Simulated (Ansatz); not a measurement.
# A hypothetical structure for Li2Re, part 2 of 2

This structure for Li2Re is made up. Its elements were placed in a known structure type with a cell scaled to their sizes. What cell does the guess relax to, and how far off was it?

Ansatz 0.2.0; DFT, PBE, plane-wave PAW, files of the set soft_1, scalar-relativistic, no spin, cell and ions relaxed at zero pressure; PAW set soft_1 (the session's first sound run).

So far: Starting point; Relaxing cell and atoms. The relaxed cell has a = 4.791, c = 2.394 Å (conventional setting).

### Step 3. Bands of the relaxed cell

With the geometry fixed, one more self-consistent run, with a narrower smearing and the mesh shown in its input, gives the bands, and its pressure, and its forces where symmetry allows any, show how far the geometry depends on these settings.

This step: DFT, PBE, plane-wave PAW, files of the set soft_1, scalar-relativistic, no spin, bands and density of states at the relaxed cell; PAW set soft_1 (Ansatz 0.2.0).

input.yaml

```yaml
crystal:
  lattice:
    - [4.7914255383, 0.0, 0.0]
    - [-2.3957127691, 4.1494962365, 0.0]
    - [0.0, 0.0, 4.7881931527]
  atoms:
    - { symbol: Re, position: [0.0, 0.0, 0.7499999802] }
    - { symbol: Re, position: [0.0, 0.0, 0.2500000198] }
    - { symbol: Li, position: [0.6666666667, 0.3333333333, 0.7499985691] }
    - { symbol: Li, position: [0.3333333333, 0.6666666667, 0.7499985691] }
    - { symbol: Li, position: [0.3333333333, 0.6666666667, 0.2500014309] }
    - { symbol: Li, position: [0.6666666667, 0.3333333333, 0.2500014309] }
kpoints:
  mp_grid: { grid: [8, 8, 6] }
  band_path:
    path:
      - [[0.0, 0.0, 0.0], [0.5, 0.0, 0.0], [0.33333333, 0.33333333, 0.0], [0.0, 0.0, 0.0], [0.0, 0.0, 0.5], [0.5, 0.0, 0.5], [0.33333333, 0.33333333, 0.5], [0.0, 0.0, 0.5]]
      - [[0.5, 0.0, 0.5], [0.5, 0.0, 0.0]]
      - [[0.33333333, 0.33333333, 0.0], [0.33333333, 0.33333333, 0.5]]
    npoints: 8
scf:
  occupations: { method: fermi_dirac, width: 0.03 }
  n_extra_bands: 10
hamiltonian:
  xc: pbe
  pseudopotentials: { kind: paw, azcp: { folder: soft_1 } }
output:
  forces: true
  stress: true
  write_bands: true
  dos: { projected: true }
  write_density: true
  write_potential: true
  elf: true
  volumetric_format: npy
```

On the command line:

```bash
$ ansatz run input.yaml --threads 4 --pin off --max-ram 10240MiB --backend cpu --events-out ev --progress --plain --runs-dir out
```

Numbers of over 12 decimals in the logs are rounded to 6 here.

Log:

```text
Warning: the atoms were moved onto the symmetric positions of the space group found under crystal.symmetry.tolerance 1.0e-5 (fractional; no operation is sought that the atoms, as they stand in a round, miss by more than twice it, and no atom is moved by as much as it), and the run uses the moved positions. Before a round's move an operation carried an atom to 1.37e-5 Å from where it should land, the largest such dist [...]
[...]
Crystal: 6 atoms, lattice volume = 95.199 Å³
Basis set: ecut = 420 eV, 1841 PW (Γ), exchange–correlation on 72×72×72 points (8 copies of the dense FFT grid, shifted against one another)
Bands: 31, of which v1, the nominal top of the filled ones, is band 21 counted from 1 (20 counted from 0)
Symmetry: 48 space group operations
[...]
k-points: 40 of 384
[...]
SCF iter   1: F=—  HF=-22554.109907 eV  |F-HF|=—  |Δ(HF+E_count)|=         —  Δρ=5.51e-2  dr2=5.27e0  ethr=3.10e-3  ⟨swp⟩=5.2  Hψ=4676  notcnv=0
[...]
SCF iter   8: F=-22552.934648 eV  HF=-22552.934648 eV  |F-HF|=1.75e-9  |Δ(HF+E_count)|=   5.20e-8  Δρ=1.90e-6  dr2=2.55e-9  ethr=2.38e-10  ⟨swp⟩=12.3  Hψ=7356  notcnv=0
SCF 1 converged in 8 iterations: F = -22552.934648 eV  dr2 = 2.55e-9
[...]
NSCF: frozen V_eff on 75 k-points
SCF converged after 8 iterations
Free energy (F): -22552.934648 eV
[...]
Internal energy: -22552.917677 eV  (E = F + TS)
E sigma→0 (E₀):  -22552.926163 eV
Entropy (-TS):   -0.016971 eV (-2.829 meV/atom)
Fermi energy:    7.953019 eV
[...]
--- Stress (GPa, compression-positive) ---
        0.030713       0.000000       0.000000
        0.000000       0.030713       0.000000
        0.000000       0.000000      -1.903415
  P = ⅓ Tr σ = -0.6140 GPa (-6.140 kbar)
--- Band table (eV; the first three rows and the last of 40) ---
  k-point 0: bands = [... 17 lower, 5.7558, 7.7950, 8.1122, 8.1472, 8.1472, 10.5591, 10.5591, 11.8191, ... 6 higher]
  k-point 1: bands = [... 17 lower, 5.8795, 6.5581, 7.9322, 7.9322, 9.2467, 9.7747, 9.7747, 12.3463, ... 6 higher]
  k-point 2: bands = [... 17 lower, 6.2364, 6.2364, 7.4017, 7.4017, 8.4188, 8.4188, 9.4108, 13.1530, ... 6 higher]
  k-point 39: bands = [... 17 lower, 6.2214, 7.5354, 7.5354, 7.6078, 7.6078, 7.6636, 7.6636, 10.2054, ... 6 higher]
```

Run time: 3.9 s. Hardware: 4 threads of Arm Neoverse V1, shared host; peak memory 0.47 GiB; 14 s of CPU time.

The column dr2 measures how far the density is from self-consistency, as an energy; F and HF (Harris–Foulkes) agree once it is small.

Numbers from this step:

| Item | Value |
| --- | --- |
| free energy | -22552.9346 eV |
| energy at zero smearing | -22552.9262 eV |
| smearing term TS | 0.01697 eV |
| Fermi energy | 7.953 eV |
| symmetry operations | 48 |
| pressure | -0.6140 GPa |

From bands.tsv, the bands that come nearest the Fermi level along the path, at its corners, in eV from the Fermi level:

```
point  band 18  band 19  band 20  band 21  band 22  band 23  band 24  band 25
    Γ    -2.20    -0.16     0.16     0.19     0.19     2.61     2.61     3.87
    M    -1.36    -1.00     0.05     0.05     0.73     0.79     2.65     3.83
    K    -2.01    -0.37    -0.37     0.33     0.67     0.67     3.84     3.84
    Γ    -2.20    -0.16     0.16     0.19     0.19     2.61     2.61     3.87
    A    -1.18    -0.90    -0.90    -0.90    -0.90    -0.39    -0.39     6.12
    L    -1.23    -0.54    -0.54    -0.32    -0.32    -0.22    -0.22     2.03
    H    -1.97    -0.36    -0.36    -0.34    -0.34    -0.34    -0.34     2.43
    A    -1.18    -0.90    -0.90    -0.90    -0.90    -0.39    -0.39     6.12
    L    -1.23    -0.54    -0.54    -0.32    -0.32    -0.22    -0.22     2.03
    M    -1.36    -1.00     0.05     0.05     0.73     0.79     2.65     3.83
    K    -2.01    -0.37    -0.37     0.33     0.67     0.67     3.84     3.84
    H    -1.97    -0.36    -0.36    -0.34    -0.34    -0.34    -0.34     2.43
```

States per cell as run, both spins, in windows of 1 eV, from dos.tsv (zero at the Fermi level): Near the top, bands beyond those computed are missing, so counts there can be too low.

```csv
from,to,total
-8,-7,0.00
-7,-6,0.00
-6,-5,0.76
-5,-4,0.62
-4,-3,2.57
-3,-2,4.00
-2,-1,4.65
-1,0,5.38
0,1,4.17
1,2,1.08
2,3,2.13
3,4,4.01
4,5,1.57
5,6,1.68
```

Below -8 eV lie 24.0 more states.

Electrostatic potential energy in the ab plane at fractional z = 0.250, with atoms of Re and Li within 0.2 Å of it. With pseudopotentials it is smooth inside the atoms' cores, unlike the true potential.

Ten even steps from '0' (-65 eV) to '9' (10 eV), each cell a mean:
```
02699999999510
36999999998521
89998779999766
99975469999999
99964579999999
99876899999999
99999999987899
99999999755799
99999998545899
88889998667999
43579998889997
00379999999962
00389999999730
```
Columns run along a (4.8 Å; values clipped at the 3rd and 97th percentile), rows up along b (4.8 Å). Atoms in or near the plane, at fractional coordinates: Re at (0.00, 0.00), Li at (0.33, 0.67), Li at (0.67, 0.33).

Valence density in the ab plane at fractional z = 0.250, with atoms of Re and Li within 0.2 Å of it. It is the smooth field of the valence electrons, not physical close to the nuclei.

Ten even steps from '_' (0.1 e/Å³) to '@' (7.8 e/Å³), each cell a mean:
```
%%==..________________::++%%
--..__________________..==++
__________..____________....
________++##::______________
______::%%++________________
______..::__________________
____________________________
__________________==++______
________________==@@++______
________________::--________
::--::____________________..
####==..________________..==
@@##--________________..==%%
```
Columns run along a (4.8 Å), rows up along b (4.8 Å). Atoms in or near the plane, at fractional coordinates: Re at (0.00, 0.00), Li at (0.33, 0.67), Li at (0.67, 0.33).

ELF in the ab plane at fractional z = 0.250, with atoms of Re and Li within 0.2 Å of it. It is the smooth field of the valence electrons, not physical close to the nuclei.

Ten even steps from '_' (0.04) to '@' (0.95), each cell a mean:
```
****==--==--..::--==::==##**
**==----::______----::==**##
------....--..__::--::--====
----....##@@--__--==--------
==::__==@@##....--====----==
--..__::--..__::--::....::--
::..______..::::__________..
==--------==--__..**%%..__::
==------====::__**@@##__..==
------::----..__++**....----
++**++------..______..------
####**----==::__..::----==**
==****----==--::--==----****
```
Columns run along a (4.8 Å), rows up along b (4.8 Å). Atoms in or near the plane, at fractional coordinates: Re at (0.00, 0.00), Li at (0.33, 0.67), Li at (0.67, 0.33).

### Step 4. Results

```
space group, relaxed : P6/mmm
conventional cell    : a = 4.791, b = 4.791, c = 2.394 Å; α = 90.0°, β = 90.0°, γ = 120.0°
volume per atom      : 15.87 Å³ (guess 19.97)
```

Li2Re relaxes to P6/mmm with a = 4.791, b = 4.791 and c = 2.394 Å. The guessed volume was 26 % too large. The space group P6/mmm was held in the relaxation, so the end point is a stationary structure within it and may be a saddle against distortions or other arrangements. Bands cross the Fermi level, so it is a metal or semimetal at this level. On the 8×8×6 mesh with the narrower smearing (relaxed on 8×8×4) the forces vanish, as symmetry may demand, and the largest stress component is 1.903 GPa, against the relaxation's thresholds of 0.015 eV/Å and 0.05 GPa. The cutoff wasn't tested. A vector of the cell changed its length by 41 %, so the starting arrangement is largely lost and the mesh was laid for another shape. Spin-orbit coupling is left out, which can matter for elements this heavy. No dispersion term is used, so weakly bound directions may come out too long. The runs have no spin, and magnetism wasn't tested. Nothing here tests whether the compound is stable against decomposition.

[Logs are printed without paths, hosts, clocks, repeated set-up lines and the standing remarks that a program may print on its own settings, such as how far it seeks lower states.]

[Hosts, paths, dates, database ids (printed as entryN), source tags and the programs' standing remarks are cut or masked in the printed files.]
